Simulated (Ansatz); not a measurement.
**Work function of Cr(110): what the settings cost and change**

Aim: the numerical settings behind the work function of Cr(110), with the cost of each.

Program: Ansatz 0.2.0. Level of theory: plane-wave DFT, PBE, Ansatz PAW. Results are calculated unless marked as measured.

Report form: the programs' logs are mostly left out.

## 1. The structure

The cell holds 7 atoms: 7 Cr. Cell: a = 2.494 Å, b = 2.494 Å, c = 30.219 Å, α = 90.0°, β = 90.0°, γ = 70.5°. Vacuum lies along c.

## 2. Run, setting cutoff 200 eV

A work function rests on the faint tail of the density, so the SCF threshold is tight. The cutoff is raised first; then mesh and smearing are varied at the default cutoff.

File input.yaml:

```yaml
crystal:
  lattice:
    - [2.0364675298, -1.44, 0.0]
    - [2.0364675298, 1.44, 0.0]
    - [0.0, 0.0, 30.2188051789]
  atoms:
    - { symbol: Cr, position: [0.0, 0.0, 0.2978277912] }
    - { symbol: Cr, position: [0.5, 0.5, 0.3652185275] }
    - { symbol: Cr, position: [0.0, 0.0, 0.4326092637] }
    - { symbol: Cr, position: [0.5, 0.5, 0.5] }
    - { symbol: Cr, position: [0.0, 0.0, 0.5673907363] }
    - { symbol: Cr, position: [0.5, 0.5, 0.6347814725] }
    - { symbol: Cr, position: [0.0, 0.0, 0.7021722088] }
kpoints:
  mp_grid: { grid: [17, 17, 1] }
hamiltonian:
  xc: pbe
scf:
  occupations: { method: fermi_dirac, width: 0.1 }
  convergence: { dr2_threshold: 1.0e-09 }
efield:
  axis: 3
  dipole_correction: true
  ramp_position: 0.97
  ramp_width: 0.06
basis:
  ecutwfc: "200 eV"
output:
  write_potential: true
  write_density: true
  volumetric_format: npy
  elf: true
```

Command:

```console
ansatz run input.yaml --threads 2 --pin off --max-ram 3072MiB --backend cpu --events-out ev --progress --plain --runs-dir out
```

The job ended after 44 s (2 threads of Intel Xeon 6975P-C (Granite Rapids), shared host; peak memory 0.64 GiB).

Numbers from this step:

```
energy at zero smearing   : -23581.3561 eV
work function, upper face : 5.276 eV
```

Running mean over 2.036 Å of the planar mean; the ramp of the sawtooth is left out. The electron's electrostatic potential energy less the Fermi level by z:

| z (Å) | electron's electrostatic potential energy less the Fermi level (eV) |
| --- | --- |
| 3.5 | 5.20 |
| 4.0 | 5.17 |
| 4.5 | 5.14 |
| 5.0 | 5.09 |
| 5.5 | 5.03 |
| 6.0 | 4.91 |
| 6.5 | 4.64 |
| 7.0 | 3.87 |
| 7.5 | 1.46 |
| 8.0 | -3.10 |
| 8.5 | -7.38 |
| 9.0 | -9.10 |
| 9.5 | -9.24 |
| 10.0 | -9.27 |
| 10.5 | -9.32 |
| 11.0 | -9.34 |
| 11.5 | -9.34 |
| 12.0 | -9.32 |
| 12.5 | -9.30 |
| 13.0 | -9.28 |
| 13.5 | -9.27 |
| 14.0 | -9.26 |
| 14.5 | -9.26 |
| 15.0 | -9.27 |
| 15.5 | -9.26 |
| 16.0 | -9.26 |
| 16.5 | -9.27 |
| 17.0 | -9.28 |
| 17.5 | -9.29 |
| 18.0 | -9.31 |
| 18.5 | -9.33 |
| 19.0 | -9.34 |
| 19.5 | -9.33 |
| 20.0 | -9.30 |
| 20.5 | -9.25 |
| 21.0 | -9.22 |
| 21.5 | -8.47 |
| 22.0 | -5.20 |
| 22.5 | -0.380 |
| 23.0 | 3.13 |
| 23.5 | 4.41 |
| 24.0 | 4.82 |
| 24.5 | 4.98 |
| 25.0 | 5.07 |
| 25.5 | 5.12 |
| 26.0 | 5.16 |
| 26.5 | 5.19 |
| 27.0 | 5.22 |

Electrostatic potential energy in the ca plane at fractional y = 0.000, with atoms of Cr within 0.2 Å of it. With pseudopotentials it is smooth inside the atoms' cores, unlike the true potential.

Ten even steps from '0' (-37 eV) to '9' (11 eV), each cell a mean:
```
89889840003899898510027898986100168999999999
88888862125888888731148888887411379999999999
98888986568988889876688888898766789999999999
98888998888988889988889888899888899999999999
98888987678988889876789888898877889999999999
88888874246888888843368888888533589999999999
89889840003898898610027888987200168999999999
89999830002799998500017899986100058999999999
```
Columns run along c (16.0 Å, from fractional 0.34 to 0.87 of the cell; values clipped at the 3rd and 97th percentile), rows up along a (2.5 Å). Atoms in or near the plane, at fractional coordinates: Cr at (0.43, 0.00), Cr at (0.57, 0.00), Cr at (0.70, 0.00).

Valence density in the ca plane at fractional y = 0.000, with atoms of Cr within 0.2 Å of it. It is the smooth field of the valence electrons, not physical close to the nuclei.

Ten steps, logarithmic in the rise over the least value, from '0' (0 e/Å³) to '9' (19 e/Å³), each cell a mean:
```
21111247985211112379862111123689620000000000
11111235763211111257642111112466410000000000
11221122332112211223321122111233210000000000
11221112221112211122211112111122110000000000
11221122322112211123221112111233210000000000
11221124542112211245532112112355310000000000
21111247874211112368852111122688620000000000
21111258985211112479962111123799730000000000
```
Columns run along c (16.0 Å, from fractional 0.34 to 0.87 of the cell), rows up along a (2.5 Å). Atoms in or near the plane, at fractional coordinates: Cr at (0.43, 0.00), Cr at (0.57, 0.00), Cr at (0.70, 0.00).

ELF in the ca plane at fractional y = 0.000, with atoms of Cr within 0.2 Å of it. It is the smooth field of the valence electrons, not physical close to the nuclei.

Ten even steps from '0' (0.00) to '9' (0.94), each cell a mean:
```
34334227983243342269841343432599610000000000
34224214651243243136522432342366300000000000
43223421222432234312213432343122221000000000
43233542224542234432235432344322342000000000
43223431222432234322224432344222232000000000
33224313531332233124412432342244211000000000
34334227973243343268841443432588510000000000
24334238994243342279951343432699710000000000
```
Columns run along c (16.0 Å, from fractional 0.34 to 0.87 of the cell), rows up along a (2.5 Å). Atoms in or near the plane, at fractional coordinates: Cr at (0.43, 0.00), Cr at (0.57, 0.00), Cr at (0.70, 0.00).

The work function is 5.276 eV. The program marks this work function as in doubt.

## 3. Run

input.yaml, as its differences from that of step 2:

```diff
@@ -26,3 +26,3 @@
 basis:
-  ecutwfc: "200 eV"
+  ecutwfc: "300 eV"
 output:
@@ -31,2 +31 @@
   volumetric_format: npy
-  elf: true
```

The job ended after 62 s (2 threads; peak memory 0.86 GiB; 2 min of CPU time).

The work function is 4.889 eV, -0.387 eV from the run “cutoff 200 eV”, at 1.4 times its CPU time.

## 4. Slab

input.yaml, as its differences from that of step 3:

```diff
@@ -26,3 +26,3 @@
 basis:
-  ecutwfc: "300 eV"
+  ecutwfc: "420 eV"
 output:
```

Run time: 94 s. Hardware: 2 threads; peak memory 1.2 GiB.

The work function is 4.880 eV, -0.395 eV from the run “cutoff 200 eV”, at 2.2 times its CPU time.

## 5. Run

input.yaml, as its differences from that of step 4:

```diff
@@ -26,3 +26,3 @@
 basis:
-  ecutwfc: "420 eV"
+  ecutwfc: "600 eV"
 output:
```

The job ended after 2.5 min (2 threads; peak memory 1.9 GiB).

The work function is 4.880 eV, +0.000 eV from the run “cutoff 420 eV”, at 1.6 times its CPU time.

## 6. Run

input.yaml, as its differences from that of step 5:

```diff
@@ -14,3 +14,3 @@
 kpoints:
-  mp_grid: { grid: [17, 17, 1] }
+  mp_grid: { grid: [3, 3, 1] }
 hamiltonian:
@@ -25,4 +25,2 @@
   ramp_width: 0.06
-basis:
-  ecutwfc: "600 eV"
 output:
```

Elapsed: 5.5 s, on 2 threads; peak memory 0.47 GiB.

The work function is 4.891 eV, +0.011 eV from the run “cutoff 420 eV”, at 0.047 times its CPU time.

## 7. Run

input.yaml, as its differences from that of step 6:

```diff
@@ -14,3 +14,3 @@
 kpoints:
-  mp_grid: { grid: [3, 3, 1] }
+  mp_grid: { grid: [6, 6, 1] }
 hamiltonian:
```

Wall time 13 s (2 threads); peak memory 0.56 GiB.

The work function is 4.888 eV, +0.007 eV from the run “cutoff 420 eV”, at 0.13 times its CPU time.

## 8. Run

input.yaml, as its differences from that of step 7:

```diff
@@ -14,3 +14,3 @@
 kpoints:
-  mp_grid: { grid: [6, 6, 1] }
+  mp_grid: { grid: [11, 11, 1] }
 hamiltonian:
```

It took 39 s on 2 threads; peak memory 0.79 GiB; 76 s of CPU time.

The work function is 4.891 eV, +0.010 eV from the run “cutoff 420 eV”, at 0.41 times its CPU time.

## 9. Slab

input.yaml, as its differences from that of step 8:

```diff
@@ -14,3 +14,3 @@
 kpoints:
-  mp_grid: { grid: [11, 11, 1] }
+  mp_grid: { grid: [26, 26, 1] }
 hamiltonian:
```

Wall time 2.9 min (2 threads); peak memory 2.3 GiB; 5.8 min of CPU time.

The work function is 4.878 eV, -0.002 eV from the run “cutoff 420 eV”, at 1.9 times its CPU time.

## 10. Run

input.yaml, as its differences from that of step 9:

```diff
@@ -14,3 +14,3 @@
 kpoints:
-  mp_grid: { grid: [26, 26, 1] }
+  mp_grid: { grid: [17, 17, 1] }
 hamiltonian:
@@ -18,3 +18,3 @@
 scf:
-  occupations: { method: fermi_dirac, width: 0.1 }
+  occupations: { method: gaussian, width: 0.05 }
   convergence: { dr2_threshold: 1.0e-09 }
```

Elapsed: 64 s, on 2 threads; peak memory 1.1 GiB; 2.1 min of CPU time.

The work function is 4.892 eV, +0.011 eV from the run “cutoff 420 eV”, at 0.69 times its CPU time.

## 11. Run

input.yaml, as its differences from that of step 10:

```diff
@@ -18,3 +18,3 @@
 scf:
-  occupations: { method: gaussian, width: 0.05 }
+  occupations: { method: methfessel_paxton, width: 0.2 }
   convergence: { dr2_threshold: 1.0e-09 }
```

Run time: 66 s. Hardware: 2 threads; peak memory 1.2 GiB.

The work function is 4.886 eV, +0.005 eV from the run “cutoff 420 eV”, at 0.70 times its CPU time.

## 12. Run

input.yaml, as its differences from that of step 11:

```diff
@@ -18,3 +18,3 @@
 scf:
-  occupations: { method: methfessel_paxton, width: 0.2 }
+  occupations: { method: fermi_dirac, width: 0.3 }
   convergence: { dr2_threshold: 1.0e-09 }
```

Wall time 76 s (2 threads); peak memory 1.5 GiB.

The work function is 4.867 eV, -0.014 eV from the run “cutoff 420 eV”, at 0.81 times its CPU time.

## 13. Slab

input.yaml, as its differences from that of step 12:

```diff
@@ -18,3 +18,3 @@
 scf:
-  occupations: { method: fermi_dirac, width: 0.3 }
+  occupations: { method: cold, width: 0.1 }
   convergence: { dr2_threshold: 1.0e-09 }
```

Elapsed: 34 s, on 2 threads; peak memory 1.1 GiB; 67 s of CPU time.

The work function is 4.887 eV, +0.007 eV from the run “cutoff 420 eV”, at 0.36 times its CPU time.

## 14. Side by side

Times are for 2 threads of Intel Xeon 6975P-C (Granite Rapids), shared host. Results by setting:

| no. | setting | work function, upper face (eV) | time | memory (GiB) |
| --- | --- | --- | --- | --- |
| 1 | cutoff 200 eV | 5.276 | 44 s | 0.64 |
| 2 | cutoff 300 eV | 4.889 | 62 s | 0.86 |
| 3 | cutoff 420 eV | 4.880 | 94 s | 1.2 |
| 4 | cutoff 600 eV | 4.880 | 2.5 min | 1.9 |
| 5 | mesh 3x3 | 4.891 | 5.5 s | 0.47 |
| 6 | mesh 6x6 | 4.888 | 13 s | 0.56 |
| 7 | mesh 11x11 | 4.891 | 39 s | 0.79 |
| 8 | mesh 26x26 | 4.878 | 2.9 min | 2.3 |
| 9 | Gaussian smearing 0.05 eV | 4.892 | 64 s | 1.1 |
| 10 | methfessel_paxton smearing 0.2 eV | 4.886 | 66 s | 1.2 |
| 11 | fermi_dirac smearing 0.3 eV | 4.867 | 76 s | 1.5 |
| 12 | cold smearing 0.1 eV | 4.887 | 34 s | 1.1 |

## 15. Varying the input

This step: plane-wave DFT, PBE, Ansatz PAW, but for the change named below (Ansatz 0.2.0).

An input spoilt on purpose, to show how the run answers: it repeats the earlier run “cutoff 200 eV” with hamiltonian.xc from xc to Xc, and scf.max_iter set to 50; its output block differs too.

input.yaml, as its differences from that of step 13:

```diff
@@ -16,6 +16,7 @@
 hamiltonian:
-  xc: pbe
+  Xc: pbe
 scf:
-  occupations: { method: cold, width: 0.1 }
+  occupations: { method: fermi_dirac, width: 0.1 }
   convergence: { dr2_threshold: 1.0e-09 }
+  max_iter: 50
 efield:
@@ -25,2 +26,4 @@
   ramp_width: 0.06
+basis:
+  ecutwfc: "200 eV"
 output:
```

It took 0.01 s on 2 threads; peak memory 0.06 GiB.

The input was rejected at the start.

The program's message: “Error: YAML parse error: error: line 17 column 3: unknown field `Xc`, expected one of xc, dispersion, noncollinear_xc, pseudopotentials, hubbard, deformation_potential_offset, integrals”

A key was misspelt on purpose.

## 16. Summary of results

* work function, cutoff 200 eV: 5.276 eV
* work function, cutoff 420 eV: 4.880 eV
* work function, cutoff 600 eV: 4.880 eV
* work function, fermi_dirac smearing 0.3 eV: 4.867 eV

What this shows: The run at the highest cutoff gives 4.88 eV, and the settings tried spread the value from 4.87 to 5.28 eV. Against 600 eV, a cutoff of 200 eV is off by +0.395 eV. Against 600 eV, a cutoff of 420 eV is off by -0.000 eV. Against the finest mesh, 26 points along a, the coarser ones are off by +0.01 (3), +0.01 (6) and +0.01 (11) eV. The smearing schemes and widths spread it over 0.02 eV. The program marks the value as in doubt in “cutoff 200 eV”. The ladder's slabs use the tabulated experimental lattice constant (two decimals; a low-temperature value for the alkali metals). The main runs have no spin polarisation; a magnetic state could lie lower and would change these results. In 1 run of the series (cutoff 200 eV) the program warns that electrons reach the sawtooth's ramp, which makes dipole and work function less sure.

[Logs are printed without paths, hosts, clocks, repeated set-up lines and the standing remarks that a program may print on its own settings, such as how far it seeks lower states.]

[Hosts, paths, dates, database ids (printed as entryN), source tags and the programs' standing remarks are cut or masked in the printed files.]

[Maps of the electrostatic potential energy from Ansatz leave out the sawtooth potential of an applied field or a dipole correction, so their vacuum need not be flat; planar profiles and work functions include it.]
